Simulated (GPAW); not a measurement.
Computed results, one entry a study.

## PtS2 (1T monolayer): G0W0 with GPAW, start to end

The cell holds 3 atoms: 1 Pt and 2 S. Its edges and angles: a = 3.507 Å, b = 3.507 Å, c = 13.900 Å, α = 90.0°, β = 90.0°, γ = 120.0°. Vacuum lies along c.

```xyz
3
Lattice="3.5075 0.0000 0.0000 -1.7537 3.0376 0.0000 0.0000 0.0000 13.9000" Properties=species:S:1:pos:R:3
Pt    0.0000    0.0000    6.9500
S     0.0000    2.0250    8.1622
S     1.7537    1.0125    5.7378
```

```
method                               : DFT, LDA, plane waves, PAW (and 1 further level or step)
program                              : GPAW 26.7.0
settings of one run                  : cutoff 550 eV, GPAW PAW setups 1.2.1 data release, 9×9×1 k-mesh
cost                                 : 4 runs, 5.5 min in all on 4 MPI ranks of Arm Neoverse V1, shared host (the runs of this entry)
notes                                : Values taken over the cell’s volume include its vacuum. The start is a generated structure, not a measured one. Limits: no spin polarisation; no spin-orbit coupling. Only 3 of the mesh’s irreducible points were corrected, so a valley elsewhere could overtake. Bands and cutoff are finite, so the gap is not at the basis limit. The miss can reach some tenths of an eV and take either sign; the mesh is an error of its own. The runs have no spin polarisation. For a closed low-spin shell that is the natural state; where a d or f shell is open it is a constraint, and the gap is then not the crystal’s own.
LDA gap                              : 1.76 eV, indirect
G0W0 gap on the mesh                 : 2.89 eV
G0W0 gap over the zone (rigid shift) : 2.85 eV
GW settings                          : 9×9×1 mesh, 111 bands, screening to 48 eV, full frequency, Hilbert transform
known limits                         : not at the basis limit; no spin polarisation; d states lean on the start; no spin-orbit coupling
```

G0W0 moves the gap on the mesh from 1.80 eV to 2.89 eV (+1.09 eV), with Z of 0.72 and 0.70 at the edges. The mesh misses the band edges by 0.04 eV in all; a rigid shift gives 2.85 eV for the zone.

[Paths, hosts, dates, memory and timing lines, banners, echoed tables and standing remarks are left out of the program output.]

[Logs are printed without paths, hosts, clocks, repeated set-up lines and the standing remarks that a program may print on its own settings, such as how far it seeks lower states.]

[Runs of the session that timed out or met a known fault of the program may be left out.]

[Hosts, paths, dates, database ids (printed as entryN), source tags and the programs' standing remarks are cut or masked in the printed files.]
